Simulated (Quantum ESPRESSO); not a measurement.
# MnO: parallel and opposed starts, part 3 of 3

Does MnO prefer parallel or opposed moments, or none?

Quantum ESPRESSO 7.5; LDA with U = 2.4 eV on Mn d (ortho-atomic projectors); plane waves with PseudoDojo 0.4.1 SR LDA standard potentials, no spin-orbit coupling.

So far, absolute magnetization (μB): step 2 (start 1: ferro ++) 10.00; step 3 (antiferromagnetic, Kohn–Sham states 30, start moments [4.5 …) 9.40.

### 5. Run 4 (antiferro q=(0,1/2,0) +−+−)

The cell is doubled to 8 atoms to hold this order.

Input file pw.in:

```
&CONTROL
  calculation = 'scf'
  prefix = 'pwscf'
  outdir = './tmp'
  pseudo_dir = './pseudo'
  disk_io = 'nowf'
  tprnfor = .true.
  tstress = .true.
/
&SYSTEM
  ibrav = 0
  nat = 8
  ntyp = 3
  ecutwfc = 96
  nbnd = 55
  occupations = 'smearing'
  smearing = 'fd'
  degauss = 0.00999582
  nspin = 2
  starting_magnetization(1) = 0.3
  starting_magnetization(2) = -0.3
  starting_magnetization(3) = 0
/
&ELECTRONS
  conv_thr = 1.6d-08
  electron_maxstep = 150
  mixing_beta = 0.3
  diago_david_ndim = 4
/
ATOMIC_SPECIES
Mn1    54.9380 Mn.upf
Mn2    54.9380 Mn.upf
O      15.9990 O.upf
CELL_PARAMETERS angstrom
   3.3717000000    0.0000000000    0.0000000000
  -3.3717000000    5.8399557078    0.0000000000
   0.0000000000    0.0000000000    5.3855000000
ATOMIC_POSITIONS crystal
Mn1     0.3333333333    0.3333333334    0.0109600000
Mn2     0.3333333333    0.8333333333    0.0109600000
Mn1     0.6666666667    0.1666666666    0.5109600000
Mn2     0.6666666667    0.6666666666    0.5109600000
O       0.3333333333    0.3333333334    0.3754700000
O       0.3333333333    0.8333333333    0.3754700000
O       0.6666666667    0.1666666666    0.8754700000
O       0.6666666667    0.6666666666    0.8754700000
K_POINTS automatic
8 4 4 0 0 0
HUBBARD {ortho-atomic}
U Mn1-3d 2.4000
U Mn2-3d 2.4000
```

The run is started by

```
$ OMP_NUM_THREADS=1 mpirun -n 4 pw.x -nk 4 -in pw.in > pw.out
```

Log:

```text
     [... lines left out ...]
Program PWSCF v.7.5 starts
     [... lines left out ...]
     number of atoms/cell      =            8
     [... lines left out ...]
     number of electrons       =        84.00
     number of Kohn-Sham states=           55
     kinetic-energy cutoff     =      96.0000  Ry
     charge density cutoff     =     384.0000  Ry
     scf convergence threshold =      1.6E-08
     [... lines left out ...]
      4 Sym. Ops. (no inversion) found ( 2 have fractional translation)
     [... lines left out ...]
     number of k points=    39  Fermi-Dirac smearing, width (Ry)=  0.0100
     [... lines left out ...]
     iteration # 10     ecut=    96.00 Ry     beta= 0.30
     [... lines left out ...]
     Magnetic moment per site  (integrated on atomic sphere of radius R)
     atom   1 (R=0.240)  charge= 12.0239  magn=  3.8325
     atom   2 (R=0.240)  charge= 12.0239  magn= -3.8325
     atom   3 (R=0.240)  charge= 12.0239  magn=  3.8325
     atom   4 (R=0.240)  charge= 12.0239  magn= -3.8325
     atom   5 (R=0.240)  charge=  5.3916  magn=  0.0890
     atom   6 (R=0.240)  charge=  5.3916  magn= -0.0890
     atom   7 (R=0.240)  charge=  5.3916  magn=  0.0890
     atom   8 (R=0.240)  charge=  5.3916  magn= -0.0890
     [... lines left out ...]
     Tr[ns(  1)] (up, down, total) =   4.93311  0.38469  5.31780
     [... lines left out ...]
     Tr[ns(  2)] (up, down, total) =   0.38469  4.93312  5.31781
     [... lines left out ...]
     Tr[ns(  3)] (up, down, total) =   4.93311  0.38469  5.31780
     [... lines left out ...]
     Tr[ns(  4)] (up, down, total) =   0.38469  4.93312  5.31781
     [... lines left out ...]
     the Fermi energy is     9.6966 ev
!    total energy              =   -1002.30581672 Ry
     estimated scf accuracy    <          9.4E-09 Ry
     smearing contrib. (-TS)   =      -0.00104530 Ry
     [... lines left out ...]
     total magnetization       =    -0.00 Bohr mag/cell
     absolute magnetization    =    18.89 Bohr mag/cell
     convergence has been achieved in  10 iterations
     [... lines left out ...]
     Total force =     0.086882     Total SCF correction =     0.000211
     [... lines left out ...]
          total   stress  (Ry/bohr**3)                   (kbar)     P=      -53.79
     [... lines left out ...]
```

The job ended after 4 min (4 MPI ranks of Arm Neoverse V2, shared host; peak memory 1.8 GiB; 16 min of CPU time).

Read from the output:

```
smearing term TS       : 0.01422 eV
pressure               : -5.379 GPa
magnetization          : 0 μB
absolute magnetization : 18.89 μB
final state            : antiferromagnetic
largest moment         : 3.833 μB
```

### 6. Run 5 (no spin polarisation)

Input file pw.in:

```
&CONTROL
  calculation = 'scf'
  prefix = 'pwscf'
  outdir = './tmp'
  pseudo_dir = './pseudo'
  disk_io = 'nowf'
  tprnfor = .true.
  tstress = .true.
/
&SYSTEM
  ibrav = 0
  nat = 4
  ntyp = 2
  ecutwfc = 96
  nbnd = 30
  occupations = 'smearing'
  smearing = 'fd'
  degauss = 0.00999582
/
&ELECTRONS
  conv_thr = 8d-09
  electron_maxstep = 150
  mixing_beta = 0.3
  diago_david_ndim = 4
/
ATOMIC_SPECIES
Mn     54.9380 Mn.upf
O      15.9990 O.upf
CELL_PARAMETERS angstrom
   3.3717000000    0.0000000000    0.0000000000
  -1.6858500000    2.9199778539    0.0000000000
   0.0000000000    0.0000000000    5.3855000000
ATOMIC_POSITIONS crystal
Mn      0.3333333333    0.6666666667    0.0109600000
Mn      0.6666666667    0.3333333333    0.5109600000
O       0.3333333333    0.6666666667    0.3754700000
O       0.6666666667    0.3333333333    0.8754700000
K_POINTS automatic
8 8 4 0 0 0
HUBBARD {ortho-atomic}
U Mn-3d 2.4000
```

Log:

```text
     [... lines left out ...]
Program PWSCF v.7.5 starts
     [... lines left out ...]
     number of atoms/cell      =            4
     [... lines left out ...]
     number of electrons       =        42.00
     number of Kohn-Sham states=           30
     kinetic-energy cutoff     =      96.0000  Ry
     charge density cutoff     =     384.0000  Ry
     scf convergence threshold =      8.0E-09
     [... lines left out ...]
     12 Sym. Ops. (no inversion) found ( 6 have fractional translation)
     [... lines left out ...]
     number of k points=    30  Fermi-Dirac smearing, width (Ry)=  0.0100
     [... lines left out ...]
     iteration # 13     ecut=    96.00 Ry     beta= 0.30
     [... lines left out ...]
     Tr[ns(  1)] =   5.67864
     [... lines left out ...]
     Tr[ns(  2)] =   5.67864
     [... lines left out ...]
     the Fermi energy is     9.5829 ev
!    total energy              =    -500.65886125 Ry
     estimated scf accuracy    <          4.9E-09 Ry
     smearing contrib. (-TS)   =      -0.01841076 Ry
     [... lines left out ...]
     convergence has been achieved in  13 iterations
     [... lines left out ...]
     Total force =     0.040275     Total SCF correction =     0.000109
     [... lines left out ...]
          total   stress  (Ry/bohr**3)                   (kbar)     P=     -358.92
     [... lines left out ...]
```

Elapsed: 24 s, on 4 MPI ranks; peak memory 0.45 GiB; 94 s of CPU time.

Numbers from this step:

```
smearing term TS : 0.2505 eV
pressure         : -35.89 GPa
final state      : non-magnetic (no spin polarisation)
```

### 7. The states side by side

An order is kept where moments of 0.15 μB or more survive with the typed signs; meshes match where a doubled cell samples the same k points as the first cell.

Orders:

```
                       start        final state  typed order kept  energy over the lowest (meV a seeded atom)  largest site moment (μB)  net moment (μB a cell of the first run)  mesh matched  CPU time (s)
                    ferro ++      ferromagnetic               yes                                       178.2                     3.898                                    9.996           yes         162.1
                antiferro +-  antiferromagnetic               yes                                       18.71                     3.828                                        0           yes         163.3
antiferro q=(0,1/2,1/2) +-+-  antiferromagnetic               yes                                           0                     3.821                                        0            no          1496
  antiferro q=(0,1/2,0) +-+-  antiferromagnetic               yes                                       27.52                     3.833                                        0           yes         968.9
        no spin polarisation       non-magnetic                 -                                        3388                         0                                        0           yes         93.74
```

### 8. Occupations of the corrected shells in the lowest state

Occupations of the Hubbard shells:

```
block  type  shell  spin  electrons             occupation numbers
    1   Mn1     3d    up       4.93  0.975 0.979 0.984 0.996 0.996
    1   Mn1     3d  down     0.3943  0.050 0.053 0.090 0.096 0.106
    2   Mn2     3d    up     0.3943  0.050 0.053 0.090 0.096 0.106
    2   Mn2     3d  down       4.93  0.975 0.979 0.984 0.996 0.996
    3   Mn1     3d    up       4.93  0.975 0.980 0.983 0.995 0.996
    3   Mn1     3d  down     0.3954  0.050 0.054 0.090 0.097 0.105
    4   Mn2     3d    up     0.3954  0.050 0.054 0.090 0.097 0.105
    4   Mn2     3d  down       4.93  0.975 0.980 0.983 0.995 0.996
```

### 9. Outcome

| Item | Value |
| --- | --- |
| lowest state found | antiferromagnetic (from antiferro q=(0,1/2,1/2) +-+-) |
| largest site moment | 3.82 μB |
| next state with moments | antiferromagnetic, 18.7 meV a seeded atom higher |
| state without moments (under the same U) | 3388 meV a seeded atom higher |

**Reading.** Under a U the spinless run pays the Hubbard penalty of a partly filled shell, so its energy overstates what forming the moments gains. The k meshes of the cells are not all equivalent, which blurs small differences. Only these 5 starts were compared; other wavevectors, canted and longer-period orders were not. Energies are free energies at an electronic temperature of 1580 K, which lowers moments and differences where the moments are itinerant.

[Logs and program files are shortened in this print: banners, set-up blocks, solver, clock and traceback lines can be left out without a mark of their own.]

[Logs are printed without paths, hosts, clocks, repeated set-up lines and the standing remarks that a program may print on its own settings, such as how far it seeks lower states.]

[Hosts, paths, dates, database ids (printed as entryN), source tags and the programs' standing remarks are cut or masked in the printed files.]

[Where a cell is said to come from a database of computed structures, the database is the Materials Project.]
